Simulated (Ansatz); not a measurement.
# ScInS3 (model cell, started as cubic perovskite with In in the octahedra): following an unstable mode, part 3 of 3

Aim: this structure of ScInS3 (model cell, started as cubic perovskite with In in the octahedra) is to be tested for unstable modes, and one is followed downhill.

Ansatz 0.2.0; DFT PBEsol, scalar-relativistic, plane waves, PAW; PAW set soft_1.

So far. Step 5 (Energy along the mode, all amplitudes (two of the runs …): The lowest of the steps tried is the last one, at 0.6 Å, 353 meV/atom below the parent; the bottom of the well need not coincide with a step. Step 7 (The new phase in its own primitive cell): The largest force component left is 0.60 meV/Å and the pressure is -0.001 GPa, within the tolerances set. The cell now holds 31.28 Å³/atom.

The structure was built from a prototype and need not be the compound's stable phase.

In doubt: the program warns that the response may not be converged on this k-mesh (step 8), which bears on the force constants and all frequencies.

**8. Modes of the new phase, k-mesh 6×4×4, occupations fixed**

A relaxed structure may still be a saddle point, so its zone-centre modes are computed. The response to a homogeneous field gives the Born charges and the dielectric tensor.

The input, input.yaml:

```yaml
crystal:
  lattice:
    - [3.8020296096, 0.0, 0.0]
    - [0.0, 3.6064232419, 5.703594951]
    - [0.0, -3.6064232419, 5.703594951]
  atoms:
    - { symbol: Sc, position: [0.0, 0.8131798505, 0.8131798505] }
    - { symbol: In, position: [0.5, 0.4622434458, 0.4622434458] }
    - { symbol: S, position: [0.5, 0.611232649, 0.0634278108] }
    - { symbol: S, position: [0.5, 0.0634278108, 0.611232649] }
    - { symbol: S, position: [0.0, 0.595709127, 0.595709127] }
kpoints:
  mp_grid: { grid: [6, 4, 4] }
hamiltonian:
  xc: pbesol
  pseudopotentials: { kind: paw, azcp: { folder: soft_1 }, xc_functional: pbe }
scf:
  occupations: { method: fixed }
output:
  eigenvalues: true
phonons:
  method: dfpt
  dielectric: true
  rigid_motions: translations
```

The run is started by

```sh
$ ansatz run input.yaml --threads 4 --pin off --max-ram 16384MiB --backend cpu --events-out ev --progress --plain --runs-dir out
```

Numbers of over 12 decimals in the logs are rounded to 6 here.

Output:

```text
[...]
Crystal: 5 atoms, lattice volume = 156.412 Å³
Basis set: ecut = 420 eV, 3027 PW (Γ), exchange–correlation on 54×96×96 points (8 copies of the dense FFT grid, shifted against one another)
Bands: 26, of which v1, the nominal top of the filled ones, is band 21 counted from 1 (20 counted from 0)
Symmetry: 4 space group operations
k-points: 52 of 96 (irreducible under 1 space group operation, time reversal used)
[...]
SCF iter   1: F=—  HF=-10297.877039 eV  |F-HF|=—  |Δ(HF+E_count)|=         —  Δρ=3.38e-2  dr2=4.56e0  ethr=3.10e-3  ⟨swp⟩=5.0  Hψ=5838  notcnv=0  defer=105
[...]
SCF iter  14: F=-10296.920053 eV  HF=-10296.920053 eV  |F-HF|=3.82e-11  |Δ(HF+E_count)|=  3.00e-10  Δρ=8.59e-8  dr2=1.64e-11  ethr=1.00e-12  ⟨swp⟩=15.7  Hψ=9683  notcnv=0
SCF 1 converged in 14 iterations: F = -10296.920053 eV  dr2 = 1.64e-11
[...]
NSCF: frozen V_eff on 2 k-points
DFPT response loops at Γ: preconditioner auto → none (the input reference at scf.mixing.eps_inf says where Resta's filter doesn't serve); β = 0.50; Broyden in place of MSR1
── the response to a field inside a basis, on 12×8×8 k-points: an SCF that follows is theirs, and a resumed run solves both again ──
Bands: 22, of which v1, the nominal top of the filled ones, is band 21 counted from 1 (20 counted from 0)
k-points: 120 of 768 (time reversal used)
[...]
Eigensolver: Dense (120 Hₖ)
SCF iter   1: F=—  HF=-10296.907047 eV  |F-HF|=—  |Δ(HF+E_count)|=         —  Δρ=1.17e-4  dr2=1.01e-5  ethr=1.00e-1
[...]
SCF iter   4: F=-10296.907052 eV  HF=-10296.907052 eV  |F-HF|=1.45e-8  |Δ(HF+E_count)|=   8.23e-8  Δρ=3.15e-6  dr2=1.97e-8  ethr=1.36e-9
SCF 1 converged in 4 iterations: F = -10296.907052 eV  dr2 = 1.97e-8
[...]
WARN: field response: ε∞ stands inside a basis, on 12×8×8 points; the force constants stand on the 6×4×4 k-mesh, whose period is 10.77 times the interband length at k = (0.0000, 0.0000, 0.0000), direct gap 1.401 eV, under 14: take them and everything formed from them as unconverged, and compare with a denser kpoints.mp_grid
SCF converged after 14 iterations
Free energy (F): -10296.920053 eV
[...]
Internal energy: -10296.920053 eV  (E = F + TS)
E sigma→0 (E₀):  -10296.920053 eV
Fermi energy:    2.778692 eV
[...]
--- Band table (eV; the first three rows and the last of 52) ---
  k-point 0: bands = [... 17 lower, 1.7370, 2.3827, 2.4427, 2.7787, 4.1797, 5.6114, 5.7121, 5.9636, ... 1 higher]
  k-point 1: bands = [... 17 lower, 1.5055, 1.8015, 2.3523, 2.5824, 4.8064, 5.5983, 5.6838, 6.0877, ... 1 higher]
  k-point 2: bands = [... 17 lower, 1.4971, 1.5161, 2.3166, 2.4291, 5.2356, 5.4844, 5.6514, 6.2556, ... 1 higher]
  k-point 51: bands = [... 17 lower, 0.8559, 1.7802, 2.0336, 2.6617, 4.3815, 5.4603, 5.9781, 6.2325, ... 1 higher]
--- Phonons (Γ-DFPT): 12 representative perturbations + reference, on 52 of 96 k-points (Σ response iterations 39) ---
  k mesh reduced under 1 symmetry operation, with k and −k counted as one. Each operation leaves every solved perturbation unchanged. A smaller set is not considered because the run solves the response to a homogeneous field
  ASR residual: 4.856e-5 → 0.000e0 eV/Å²; symmetrization residual: 8.872e-6 eV/Å²
  ASR residual per site (eV/Å²): 3.57e-5 4.86e-5 9.36e-6 9.36e-6 3.04e-5
[...]
ε∞ (high-frequency dielectric tensor):
        5.602111    -0.000000     0.000000
       -0.000000     6.090060     0.000000
        0.000000     0.000000     4.677745
  softest optical mode at Γ: -69.95 cm⁻¹; the repairs (sum rule, projections) moved no ω² at Γ by more than (1.18 cm⁻¹)²
  Born effective charges Z* (e; rows j = field, columns β = displacement):
    site 0:
         4.82668   -0.00000   -0.00000
        -0.00000    3.46604    0.00000
         0.00000   -0.00000    2.65024
    site 1:
         2.79578   -0.00000    0.00000
        -0.00000    3.89613    0.00000
         0.00000   -0.00000    2.90792
    site 2:
        -2.72263    0.00000   -0.00000
         0.00000   -3.30901    1.22952
        -0.00000    1.07171   -1.07055
    site 3:
        -2.72263    0.00000    0.00000
         0.00000   -3.30901   -1.22952
         0.00000   -1.07171   -1.07055
    site 4:
        -2.17719    0.00000   -0.00000
         0.00000   -0.74415    0.00000
        -0.00000    0.00000   -3.41705
  Z* charge neutrality: 1.132e-2 e pre-enforcement
  solved inside a basis spanned on kpoints, on 12×8×8 k-points, its susceptibility summed on 14×10×10: ε∞ is read to err by 3.1e-2, Z* by 4.3e-2 e (field_mesh: kpoints solves on kpoints); Z* is corrected for what the basis lacks
  optical modes at Γ without the LO–TO term, one row a degenerate level:
      ω (cm⁻¹)  modes    IR ((D/Å)²/amu)
        -69.95      1             0.0952
         56.65      1             1.7545
         67.26      1             0.1427
        134.99      1             0.6701
        199.07      1             0.0000
        211.09      1             0.1018
        246.07      1             0.6514
        265.55      1            23.0396
        313.39      1             4.4236
        333.48      1            25.0472
        340.38      1            16.2243
        382.65      1             0.0123
  optical modes at Γ + LO–TO along q̂ = [1.0000, 0.0000, 0.0000]:
      ω (cm⁻¹)  modes    IR ((D/Å)²/amu)
        -69.95      1             0.0952
         56.65      1             1.7545
         68.56      1             0.0368
        134.99      1             0.6701
        199.07      1             0.0000
        211.09      1             0.1018
        246.07      1             0.6514
        302.81      1             1.0851
        333.48      1            25.0472
        340.38      1            16.2243
[...]
optical modes at Γ + LO–TO along q̂ = [0.0000, 1.0000, 0.0000]:
      ω (cm⁻¹)  modes    IR ((D/Å)²/amu)
[...]
optical modes at Γ + LO–TO along q̂ = [0.0000, 0.0000, 1.0000]:
      ω (cm⁻¹)  modes    IR ((D/Å)²/amu)
        -69.95      1             0.0952
         56.65      1             1.7545
         67.26      1             0.1427
        139.72      1             0.2952
        199.07      1             0.0000
        211.53      1             0.0401
        246.07      1             0.6514
        265.55      1            23.0396
        313.39      1             4.4236
        333.48      1            25.0472
        382.56      1             0.0377
        404.99      1            16.6355
```

Elapsed: 2.3 min, on 4 threads of Arm Neoverse V2, shared host; peak memory 1.4 GiB.

Numbers from this step:

* sum-rule residual before enforcement: 4.86e-5 eV/Å²
* miss of the charge sum rule: 0.01132 e
* estimated error of the dielectric tensor: 0.03069
* estimated error of the Born charges: 0.04297 e
* point group: mm2
* highest optical mode at the zone centre (no LO-TO term): 382.6 cm⁻¹
* lowest optical zone-centre mode: -69.95 cm⁻¹
* mean high-frequency dielectric constant: 5.457
* largest Born charge (third of the trace): 3.648 e
* top of the zone-centre spectrum with the field: 411.7 cm⁻¹

Patterns of degenerate modes are one choice out of their space. Modes at Γ, with each element's share of the kinetic energy (negative means imaginary):

| mode | frequency (cm⁻¹) | symmetry | Sc % | In % | S % |
| --- | --- | --- | --- | --- | --- |
| 1 | -70.0 | B2 | 4 | 0 | 96 |
| 2 | 0.0 | acoustic | 18 | 45 | 38 |
| 3 | 0.0 | acoustic | 18 | 45 | 38 |
| 4 | 0.0 | acoustic | 18 | 45 | 38 |
| 5 | 56.6 | B2 | 0 | 23 | 77 |
| 6 | 67.3 | B1 | 26 | 38 | 36 |
| 7 | 135.0 | A1 | 7 | 10 | 83 |
| 8 | 199.1 | A2 | 0 | 0 | 100 |
| 9 | 211.1 | A1 | 61 | 35 | 4 |
| 10 | 246.1 | B2 | 44 | 31 | 25 |
| 11 | 265.6 | B1 | 56 | 0 | 44 |
| 12 | 313.4 | B1 | 0 | 18 | 82 |
| 13 | 333.5 | B2 | 34 | 2 | 64 |
| 14 | 340.4 | A1 | 13 | 9 | 78 |
| 15 | 382.6 | A1 | 1 | 1 | 98 |

Displacements in mode 1 (-70.0 cm⁻¹), the largest set to 1:
```
Sc1  0.00 -0.25  0.00
In2  0.00  0.03  0.00
S3   0.00 -0.38 -0.63
S4   0.00 -0.38  0.63
S5   0.00  1.00  0.00
```

Displacements in mode 5 (56.6 cm⁻¹), the largest set to 1:
```
Sc1  0.00 -0.04  0.00
In2  0.00 -0.39  0.00
S3   0.00  0.23  0.63
S4   0.00  0.23 -0.63
S5   0.00  1.00  0.00
```

Optical modes at the zone centre, without and with the macroscopic field of the longitudinal modes; each column is sorted by frequency, so a row need not hold one and the same mode. Modes with and without the field, by row:

| rank among optical modes | no field (cm⁻¹) | q along (1, 0, 0) (cm⁻¹) | q along (0, 1, 0) (cm⁻¹) | q along (0, 0, 1) (cm⁻¹) |
| --- | --- | --- | --- | --- |
| 1 | -70 | -70 | -69.2 | -70 |
| 2 | 56.6 | 56.6 | 67.3 | 56.6 |
| 3 | 67.3 | 68.6 | 75.9 | 67.3 |
| 4 | 135 | 135 | 135 | 139.7 |
| 5 | 199.1 | 199.1 | 199.1 | 199.1 |
| 6 | 211.1 | 211.1 | 211.1 | 211.5 |
| 7 | 246.1 | 246.1 | 247.5 | 246.1 |
| 8 | 265.6 | 302.8 | 265.6 | 265.6 |
| 9 | 313.4 | 333.5 | 313.4 | 313.4 |
| 10 | 333.5 | 340.4 | 340.4 | 333.5 |
| 11 | 340.4 | 379.6 | 382.6 | 382.6 |
| 12 | 382.6 | 382.6 | 411.7 | 405 |

Born charge (rows field, columns displacement) (e), principal values of the symmetric part by kind of site:

| atom | atoms with these values | low | middle | high | mean |
| --- | --- | --- | --- | --- | --- |
| Sc1 | 1 | 2.65 | 3.47 | 4.83 | 3.65 |
| In2 | 1 | 2.80 | 2.91 | 3.90 | 3.20 |
| S3 | 2 | -3.79 | -2.72 | -0.58 | -2.37 |
| S5 | 1 | -3.42 | -2.18 | -0.74 | -2.11 |

In full for Sc1:

```
4.83 0.00 0.00
0.00 3.47 0.00
0.00 0.00 2.65
```

High-frequency dielectric tensor:

```
5.60 0.00 0.00
0.00 6.09 0.00
0.00 0.00 4.68
```

Transverse modes; imaginary modes are left out. Infrared lines, with heights relative to the strongest:

```
position (cm⁻¹)  label  relative intensity
             57     B2                 7.0
             67     B1                 0.6
            135     A1                 2.7
            199     A2                 0.0
            211     A1                 0.4
            246     B2                 2.6
            266     B1                  92
            313     B1                  18
            334     B2                 100
            340     A1                  65
            383     A1                 0.0
```

Before it was imposed, the acoustic sum rule was missed by 4.9e-5 eV/Å² and the charge sum rule by 0.011 e. Small misses are needed for a sound result but don't prove that mesh and cutoff are converged. The lowest optical mode is imaginary, 70.0i cm⁻¹, so the energy falls along it.

The log warns of the k mesh: “the force constants stand on the 6×4×4 k-mesh, whose period is 10.77 times the interband length at k = (0.0000, 0.0000, 0.0000), direct gap 1.401 eV, under 14: take them and everything formed from them as unconverged”.

**9. The phases reached**

The phases reached along the modes that were followed are set side by side.

Energies are those of the first relaxation, on the mesh of the frozen mode; space group, volume and gap are those of the last relaxation. Phases, by row:

```csv
mode frozen in,space group,energy from parent (meV/atom),volume (Å³/atom),gap on mesh (eV),lowest zone-centre optical mode (cm⁻¹),largest shift (Å)
parent,Pm-3m,0,23.09,0,–,–
"q = (-0.5, -0.5, -0.5), 264i cm⁻¹",I4/mcm,-513,21.53,0.099,-214.1,0.965
"q = (-0.5, -0.5, -0.5), 264i cm⁻¹",R-3c,-767.4,21.74,0.953,-206,0.952
"q = (-0.5, -0.5, -0.5), 264i cm⁻¹",Imma,-857.9,22.13,0.087,-120.6,1.125
"q = (0, 0, 0), 237i cm⁻¹",P4mm,-678.1,24.4,0,-112.7,1.088
"q = (0, 0, 0), 237i cm⁻¹",R3m,-536.3,27.14,0,-121.7,1.331
"q = (0, 0, 0), 237i cm⁻¹",Amm2,-886.4,31.28,1.401,-70,2.236
```

**10. Summary of results**

```yaml
unstable_mode_of_the_parent: q = (0, 0, 0), 237i cm⁻¹
depth_at_the_lowest_point_sampled: 353 meV/atom
largest_atomic_shift_at_that_point: 0.6 Å
space_group_reached_within_0p01_a: Amm2
energy_gained_over_the_parent_first_relaxation_on_the_mesh_of_the_frozen_mode: 886 meV/atom
volume_per_atom_phase_reached: 31.3 Å³
gap_on_the_k_mesh_phase_reached: 1.40 eV
lowest_optical_zone_centre_mode_phase_reached: -70.0 cm⁻¹
highest_optical_mode_at_the_zone_centre_no_lo_to_term_phase_reached: 383 cm⁻¹
```

What this shows: Along this mode the structure falls into Amm2, 886 meV/atom below the parent. At the parent's cell the well is 352.6 meV/atom deep on the steps tried, with its lowest point at a shift of 0.6 Å. That is the last step tried, so the steps alone don't bracket the bottom of the well. Relaxing atoms and cell changes the gain by +533.78 meV/atom against the lowest step (energies at zero smearing). Most of the total comes from this relaxation. The new phase still has an imaginary mode at the zone centre of its cell, so it is a saddle point on the way to a lower structure. Of the 6 patterns followed to their end from this parent, this one reaches the lowest energy. Each path keeps the symmetry of its pattern, so a lower phase may lie along a pattern not tried. With the field response the log warns that the k mesh is coarse for the force constants too, so the frequencies may not be converged. With no gap, or one that is small against the smearing, the frequencies hang on the k mesh and the smearing, most of all near Kohn anomalies. The PAW files were made for PBE and serve the other functionals too. The starting cell was built on a prototype and not taken from a measurement, so the phase need not exist.

[Logs are printed without paths, hosts, clocks, repeated set-up lines and the standing remarks that a program may print on its own settings, such as how far it seeks lower states.]

[Hosts, paths, dates, database ids (printed as entryN), source tags and the programs' standing remarks are cut or masked in the printed files.]
